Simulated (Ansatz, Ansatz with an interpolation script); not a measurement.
# Settings in Wannier-interpolated G0W0: K2TeCl6 (Fm-3m), part 2 of 2

Aim: vary the Wannier model and the GW settings for K2TeCl6 (Fm-3m) and see what the interpolated bands lose.

Ansatz 0.2.0; maximally localised Wannier functions, LDA, plane waves, PAW; PAW set soft_1. Known limits of the many-body steps: not at the basis limit; no spin-orbit coupling; coarse k mesh.

So far. Step 6 (G0W0: 4×4×4 mesh, 384 empty bands, screening to 75 eV …): The G0W0 gap on the mesh is 3.998 eV.

The database entry behind the starting cell is an old determination (1935), so it need not match the best structure at ambient conditions.

## Step 7: G0W0: 2×2×2 mesh, 505 empty bands, screening to 90 eV, PAW set soft_1 files

Level of this step: G0W0 on LDA, plane waves, PAW; PAW set soft_1 (Ansatz).

input.yaml

```yaml
crystal:
  lattice:
    - [0.0, 5.0699704141, 5.0699704141]
    - [5.0699704141, 0.0, 5.0699704141]
    - [5.0699704141, 5.0699704141, 0.0]
  atoms:
    - { symbol: K, position: [0.25, 0.25, 0.25] }
    - { symbol: K, position: [0.75, 0.75, 0.75] }
    - { symbol: Te, position: [0.0, 0.0, 0.0] }
    - { symbol: Cl, position: [0.25, 0.25, 0.75] }
    - { symbol: Cl, position: [0.75, 0.75, 0.25] }
    - { symbol: Cl, position: [0.25, 0.75, 0.25] }
    - { symbol: Cl, position: [0.25, 0.75, 0.75] }
    - { symbol: Cl, position: [0.75, 0.25, 0.75] }
    - { symbol: Cl, position: [0.75, 0.25, 0.25] }
kpoints:
  mp_grid: { grid: [2, 2, 2] }
hamiltonian:
  xc: lda
  pseudopotentials: { kind: paw, azcp: { folder: soft_1 }, xc_functional: pbe }
scf:
  occupations: { method: fixed }
gw:
  n_empty_bands: 505
  ecut_chi: 90
  qp_bands: [v15, c4]
  screening: { model: contour_deformation }
```

Started as:

```console
$ ansatz run input.yaml --threads 2 --pin off --max-ram 92160MiB --backend cuda --events-out ev --progress --plain --runs-dir out --devices 1 --max-vram 13GiB
```

Numbers of over 12 decimals in the logs are rounded to 6 here.

What it wrote:

```text
GPUs: using 1 of 1 available (devices: 1).
[...]
GPU FFT provider: cuFFT
GPU libraries: cuBLAS 13.8.2, cuFFT 12.4.0, cuSOLVER 12.3.4
Crystal: 9 atoms, lattice volume = 260.643 Å³
Basis set: ecut = 420 eV, 5029 PW (Γ)
Bands: 47, of which v1, the nominal top of the filled ones, is band 38 counted from 1 (37 counted from 0)
Symmetry: 48 space group operations
[...]
k-points: 3 of 8
[...]
0    31      1.0131   -20.7004     3.3837   -16.2732  0.7331    -0.0636    -0.0305  root
[...]
2    39      5.7669   -12.0903    -3.3483   -16.6700  0.7806     7.0234     6.9984  root
     2    40      5.7669   -12.0903    -3.3483   -16.6700  0.7806     7.0234     6.9984  root
     2    41      6.0276   -12.3439    -3.4165   -17.0249  0.7777     7.3199     7.2920  root
     2    42      8.6212    -5.6224    -3.7690   -10.4798  0.8100     9.7313     9.7095  root
[key lines of the parts left out:]
SCF converged after 9 iterations
Free energy (F): -16095.093780 eV
Fermi energy:    2.558541 eV
```

Elapsed: 16 s, on 1 × NVIDIA H100 80GB HBM3 (shared by 6 runs) with 2 threads of AMD EPYC 7R13 (Zen 3), shared host; peak memory 1.5 GiB; 13 s of CPU time.

The G0W0 gap on the mesh is 4.001 eV.

## Step 8: G0W0: 2×2×2 mesh, 1087 empty bands, screening to 150 eV, plasmon pole, PAW set soft_1 files

input.yaml: that of step 7 with these lines changed.

```diff
@@ -23,5 +23,5 @@
 gw:
-  n_empty_bands: 505
-  ecut_chi: 90
+  n_empty_bands: 1087
+  ecut_chi: 150.0
   qp_bands: [v15, c4]
-  screening: { model: contour_deformation }
+  screening: { model: godby_needs }
```

What it wrote:

```text
GPUs: using 1 of 1 available (devices: 1).
[...]
GPU FFT provider: cuFFT
GPU libraries: cuBLAS 13.8.2, cuFFT 12.4.0, cuSOLVER 12.3.4
Crystal: 9 atoms, lattice volume = 260.643 Å³
Basis set: ecut = 420 eV, 5029 PW (Γ)
Bands: 47, of which v1, the nominal top of the filled ones, is band 38 counted from 1 (37 counted from 0)
Symmetry: 48 space group operations
[...]
k-points: 3 of 8
[...]
0    31      1.0131   -20.7004     3.1366   -16.2732  0.7700    -0.2832    -0.2775  root
[...]
2    39      5.7669   -12.0903    -3.4328   -16.6700  0.7966     6.9163     6.9138  root
     2    40      5.7669   -12.0903    -3.4328   -16.6700  0.7966     6.9163     6.9138  root
     2    41      6.0276   -12.3439    -3.5007   -17.0249  0.7965     7.2156     7.2079  root
     2    42      8.6212    -5.6224    -3.8115   -10.4798  0.8312     9.6771     9.6669  root
[key lines of the parts left out:]
SCF converged after 9 iterations
Free energy (F): -16095.093780 eV
Fermi energy:    2.558541 eV
```

Elapsed: 27 s, on 1 × NVIDIA H100 80GB HBM3 (shared by 6 runs) with 2 threads; peak memory 2.5 GiB.

The G0W0 gap on the mesh is 4.106 eV.

## Step 9: Interpolated results

Times are wall times on 1 × NVIDIA H100 80GB HBM3 (shared by 6 runs) with 2 threads of AMD EPYC 7R13 (Zen 3), shared host, good to a factor of about two.

```
GW mesh  empty bands  cutoff (eV)            frequency  gap on mesh (eV)  gap over zone (eV)  direct gap (eV)  valence width (eV)  GW time
  2×2×2         1087          150  contour deformation             4.062               4.060            4.350               3.467     23 s
  4×4×4          384           75  contour deformation             3.998               3.988            4.296               3.631     41 s
  2×2×2          505           90  contour deformation             4.001               4.001            4.301               3.582     16 s
  2×2×2         1087          150         plasmon pole             4.106               4.104            4.402               3.759     27 s
```

## Step 10: What came out

- 2×2×2 mesh, 1087 empty bands, screening to 150 eV, PAW set soft_1 files: 4.06 eV
- 4×4×4 mesh, 384 empty bands, screening to 75 eV, PAW set soft_1 files: 3.99 eV
- 2×2×2 mesh, 505 empty bands, screening to 90 eV, PAW set soft_1 files: 4.00 eV
- 2×2×2 mesh, 1087 empty bands, screening to 150 eV, plasmon pole, PAW set soft_1 files: 4.10 eV

What this shows: The largest change, −0.07 eV in the gap over the zone, comes with 4×4×4 mesh, 384 empty bands, screening to 75 eV, PAW set soft_1 files. The first run is a reference, not a converged one, and where a row moves several settings no single cause can be named. Rows on another GW mesh add that mesh's corrections to the bands of the one model. With 4×4×4 mesh, 384 empty bands, screening to 75 eV, PAW set soft_1 files the gap over the zone moves by −0.07 eV and that on the mesh by −0.06 eV. With 2×2×2 mesh, 505 empty bands, screening to 90 eV, PAW set soft_1 files the gap over the zone moves by −0.06 eV and that on the mesh by −0.06 eV. With 2×2×2 mesh, 1087 empty bands, screening to 150 eV, plasmon pole, PAW set soft_1 files the gap over the zone moves by +0.04 eV and that on the mesh by +0.04 eV. Gaps over the zone and on the mesh differ where an edge lies off the mesh, or where a GW run starts from another density: the starting gap over the zone is 2.361 eV, on the GW meshes it is 2.367 eV and 2.371 eV. The 2×2×2 mesh is coarse for this cell (its supercell is 14 Å along the shortest edge). The RPA ε∞ on it, from the LDA start, is 3.62; such meshes misread the long-range screening, most where the gap is narrow. The many-body steps are scalar-relativistic: spin-orbit coupling is not in them.

[Paths, hosts, dates, memory and timing lines, banners, echoed tables and standing remarks are left out of the program output.]

[Logs are printed without paths, hosts, clocks, repeated set-up lines and the standing remarks that a program may print on its own settings, such as how far it seeks lower states.]

[Runs of the session that timed out or met a known fault of the program may be left out.]

[Hosts, paths, dates, database ids (printed as entryN), source tags and the programs' standing remarks are cut or masked in the printed files.]
